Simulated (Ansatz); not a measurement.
# ScBiO3 (C2/c): the LDA gap against the wavefunction cutoff

Wanted: the cheapest wavefunction cutoff that holds the LDA gap of ScBiO3 (C2/c).

Method: DFT, LDA, plane waves, PAW; PAW set soft_1, in Ansatz 0.2.0.

This is a report of a sequence of runs, with most program output left out.

## 1. Set-up

It takes space group C2/c (No. 15, monoclinic). Conventional cell: a = 9.981 Å, b = 5.894 Å, c = 10.143 Å, α = 90.00°, β = 108.92°, γ = 90.00°. Nearest to Sc lie 6 O at 2.10 to 2.16 Å. Nearest to Sc lie 6 O at 2.08 to 2.19 Å. Nearest to Bi lie 4 O at 2.17 to 2.58 Å. Nearest to O lie 2 Sc at 2.10 to 2.19 Å and 1 Bi at 2.17 Å. Nearest to O lie 2 Sc at 2.14 Å and 2 Bi at 2.20 to 2.58 Å. O has 2 Sc at 2.08 to 2.16 Å and 1 Bi at 2.20 Å nearest. Farther neighbours and most contacts between anions are not listed.

The cell is the Materials Project's (PBE, PBE+U or r2SCAN) relaxed one; the ions were relaxed with LDA. Spin-orbit coupling is left out unless a step names it.

## 2. Wavefunction cutoff: 190 eV

The input, input.yaml:

```yaml
crystal:
  lattice:
    - [4.990429, -2.946812, 0.0]
    - [4.990429, 2.946812, 0.0]
    - [-3.288007, 0.0, 9.594851]
  atoms:
    - { symbol: Sc, position: [0.5, 0.0, 0.0] }
    - { symbol: Sc, position: [0.7467744295, 0.2532255705, 0.75] }
    - { symbol: Sc, position: [0.0, 0.5, 0.5] }
    - { symbol: Sc, position: [0.2532255705, 0.7467744295, 0.25] }
    - { symbol: Bi, position: [0.3068079702, 0.9668261159, 0.6377382856] }
    - { symbol: Bi, position: [0.9668261159, 0.3068079702, 0.1377382856] }
    - { symbol: Bi, position: [0.6931920298, 0.0331738841, 0.3622617144] }
    - { symbol: Bi, position: [0.0331738841, 0.6931920298, 0.8622617144] }
    - { symbol: O, position: [0.1733092497, 0.1188896856, 0.8377623058] }
    - { symbol: O, position: [0.7310255316, 0.1042719339, 0.9161184122] }
    - { symbol: O, position: [0.6309143319, 0.687847841, 0.3621311594] }
    - { symbol: O, position: [0.8811103144, 0.8266907503, 0.6622376942] }
    - { symbol: O, position: [0.312152159, 0.3690856681, 0.1378688406] }
    - { symbol: O, position: [0.3690856681, 0.312152159, 0.6378688406] }
    - { symbol: O, position: [0.1042719339, 0.7310255316, 0.4161184122] }
    - { symbol: O, position: [0.8957280661, 0.2689744684, 0.5838815878] }
    - { symbol: O, position: [0.8266907503, 0.8811103144, 0.1622376942] }
    - { symbol: O, position: [0.687847841, 0.6309143319, 0.8621311594] }
    - { symbol: O, position: [0.2689744684, 0.8957280661, 0.0838815878] }
    - { symbol: O, position: [0.1188896856, 0.1733092497, 0.3377623058] }
kpoints:
  mp_grid: { grid: [6, 6, 4] }
  band_path:
    path:
      - [0.0, 0.0, 0.0]
      - [-0.34740707, 0.34740707, 0.0]
      - [-0.65259293, -0.34740707, 0.0]
      - [-0.5, -0.5, 0.0]
      - [-0.5, -0.5, 0.5]
      - [-0.68366665, -0.31633335, 0.5]
      - [-0.31633335, 0.31633335, 0.5]
      - [0.0, 0.0, 0.5]
      - [-0.5, 0.0, 0.5]
      - [-0.530518586, -0.469481414, 0.0]
    npoints: 1
hamiltonian:
  xc: lda
  pseudopotentials: { kind: paw, azcp: { folder: soft_1 }, xc_functional: pbe }
scf:
  occupations: { method: fermi_dirac, width: 0.02 }
  n_extra_bands: 10
  max_iter: 80
output:
  eigenvalues: true
  forces: true
  stress: true
basis:
  ecutwfc: 190.0
```

Command:

```bash
ansatz run input.yaml --threads 24 --pin off --max-ram 82944MiB --backend cuda --events-out ev --progress --plain --runs-dir out --devices 1 --max-vram 78GiB
```

Run time: 2 s. Hardware: 1 × NVIDIA GB200 (shared by 2 runs) with 24 threads of Arm Neoverse V2, shared host; peak memory 1.1 GiB; 12 s of CPU time.

This step gave:

```
pressure             : -3.225 GPa
gap                  : 2.870 eV
valence top at       : k = (0.333, -0.500, 0.250)
conduction bottom at : Y_2
least direct gap     : 2.909 eV
```

The gap is indirect, with the least direct gap 0.04 eV higher.

## 3. Wavefunction cutoff: 290 eV

input.yaml: that of step 2 with these lines changed.

```diff
@@ -45,3 +45,3 @@
 scf:
-  occupations: { method: fermi_dirac, width: 0.02 }
+  occupations: { method: fixed }
   n_extra_bands: 10
@@ -53,2 +53,2 @@
 basis:
-  ecutwfc: 190.0
+  ecutwfc: 290.0
```

Elapsed: 2.2 s, on 1 × NVIDIA GB200 (shared by 2 runs) with 24 threads; peak memory 1.1 GiB; 11 s of CPU time.

This step gave:

```
pressure             : -7.214 GPa
gap                  : 2.821 eV
valence top at       : k = (-0.500, 0.000, 0.500)
conduction bottom at : Y_2
least direct gap     : 2.988 eV
```

The gap is 2.821 eV, −0.049 eV from the run before at this level.

## 4. Wavefunction cutoff: 420 eV (the default)

input.yaml: that of step 3 with these lines changed.

```diff
@@ -30,13 +30,7 @@
     path:
-      - [0.0, 0.0, 0.0]
-      - [-0.34740707, 0.34740707, 0.0]
-      - [-0.65259293, -0.34740707, 0.0]
-      - [-0.5, -0.5, 0.0]
-      - [-0.5, -0.5, 0.5]
-      - [-0.68366665, -0.31633335, 0.5]
-      - [-0.31633335, 0.31633335, 0.5]
-      - [0.0, 0.0, 0.5]
-      - [-0.5, 0.0, 0.5]
-      - [-0.530518586, -0.469481414, 0.0]
-    npoints: 1
+      - [[0.0, 0.0, 0.0], [-0.34740707, 0.34740707, 0.0]]
+      - [[-0.65259293, -0.34740707, 0.0], [-0.5, -0.5, 0.0], [0.0, 0.0, 0.0], [-0.5, -0.5, 0.5], [-0.68366665, -0.31633335, 0.5]]
+      - [[-0.31633335, 0.31633335, 0.5], [0.0, 0.0, 0.5], [0.0, 0.0, 0.0]]
+      - [[-0.5, 0.0, 0.5], [0.0, 0.0, 0.0], [-0.5, 0.0, 0.0]]
+    npoints: 10
 hamiltonian:
@@ -45,5 +39,4 @@
 scf:
-  occupations: { method: fixed }
+  occupations: { method: fermi_dirac, width: 0.02 }
   n_extra_bands: 10
-  max_iter: 80
 output:
@@ -52,3 +45 @@
   stress: true
-basis:
-  ecutwfc: 290.0
```

Run time: 3 s. Hardware: 1 × NVIDIA GB200 (shared by 2 runs) with 24 threads; peak memory 1.1 GiB; 20 s of CPU time.

This step gave:

```yaml
pressure: -7.283 GPa
gap: 2.832 eV
valence_top_at: L_2
conduction_bottom_at: Y_2
least_direct_gap: 2.990 eV
```

The gap is 2.832 eV, +0.011 eV from the run before at this level.

## 5. Wavefunction cutoff: 630 eV

input.yaml: that of step 4 with these lines changed.

```diff
@@ -30,7 +30,13 @@
     path:
-      - [[0.0, 0.0, 0.0], [-0.34740707, 0.34740707, 0.0]]
-      - [[-0.65259293, -0.34740707, 0.0], [-0.5, -0.5, 0.0], [0.0, 0.0, 0.0], [-0.5, -0.5, 0.5], [-0.68366665, -0.31633335, 0.5]]
-      - [[-0.31633335, 0.31633335, 0.5], [0.0, 0.0, 0.5], [0.0, 0.0, 0.0]]
-      - [[-0.5, 0.0, 0.5], [0.0, 0.0, 0.0], [-0.5, 0.0, 0.0]]
-    npoints: 10
+      - [0.0, 0.0, 0.0]
+      - [-0.34740707, 0.34740707, 0.0]
+      - [-0.65259293, -0.34740707, 0.0]
+      - [-0.5, -0.5, 0.0]
+      - [-0.5, -0.5, 0.5]
+      - [-0.68366665, -0.31633335, 0.5]
+      - [-0.31633335, 0.31633335, 0.5]
+      - [0.0, 0.0, 0.5]
+      - [-0.5, 0.0, 0.5]
+      - [-0.530518586, -0.469481414, 0.0]
+    npoints: 1
 hamiltonian:
@@ -39,4 +45,5 @@
 scf:
-  occupations: { method: fermi_dirac, width: 0.02 }
+  occupations: { method: fixed }
   n_extra_bands: 10
+  max_iter: 80
 output:
@@ -45 +52,3 @@
   stress: true
+basis:
+  ecutwfc: 630.0
```

Elapsed: 2.6 s, on 1 × NVIDIA GB200 (shared by 2 runs) with 24 threads; peak memory 1.2 GiB; 25 s of CPU time.

Numbers from this step:

```yaml
pressure: -7.275 GPa
gap: 2.832 eV
valence_top_at: k = (-0.500, 0.000, 0.500)
conduction_bottom_at: Y_2
least_direct_gap: 2.991 eV
```

The gap is 2.832 eV, as in the run before at this level.

## 6. The series

Differences are against the last row; a negative gap means that bands overlap, and a run with a band path holds that path's time. Times are wall times on 1 × NVIDIA GB200 (shared by 2 runs) with 24 threads of Arm Neoverse V2, shared host, good to a factor of about two.

| wavefunction cutoff | gap (eV) | direct gap (eV) | gap error (eV) | energy error (meV/atom) | irreducible k | time |
| --- | --- | --- | --- | --- | --- | --- |
| 190 eV | 2.870 | 2.909 | +0.038 | +5678.5 | 47 | 2 s |
| 290 eV | 2.821 | 2.988 | −0.011 | +333.9 | 47 | 2.2 s |
| 420 eV | 2.832 | 2.990 | −0.0001 | +3.2 | 47 | 3 s |
| 630 eV | 2.832 | 2.991 | +0.000 | +0.0 | 47 | 2.6 s |

## 7. Summary of results

- 190 eV: 2.870 eV
- 290 eV: 2.821 eV
- 420 eV: 2.832 eV
- 630 eV: 2.832 eV

**Reading.** The gap holds to 0.02 eV from 290 eV on. At 190 eV the gap is off by +0.038 eV and the energy by +5679 meV/atom.

[Paths, hosts, dates, memory and timing lines, banners, echoed tables and standing remarks are left out of the program output.]

[Logs are printed without paths, hosts, clocks, repeated set-up lines and the standing remarks that a program may print on its own settings, such as how far it seeks lower states.]

[Runs of the session that timed out or met a known fault of the program may be left out.]

[Cells called generated may have been cut or substituted from an entry of the Crystallography Open Database or the Materials Project.]

[Hosts, paths, dates, database ids (printed as entryN), source tags and the programs' standing remarks are cut or masked in the printed files.]
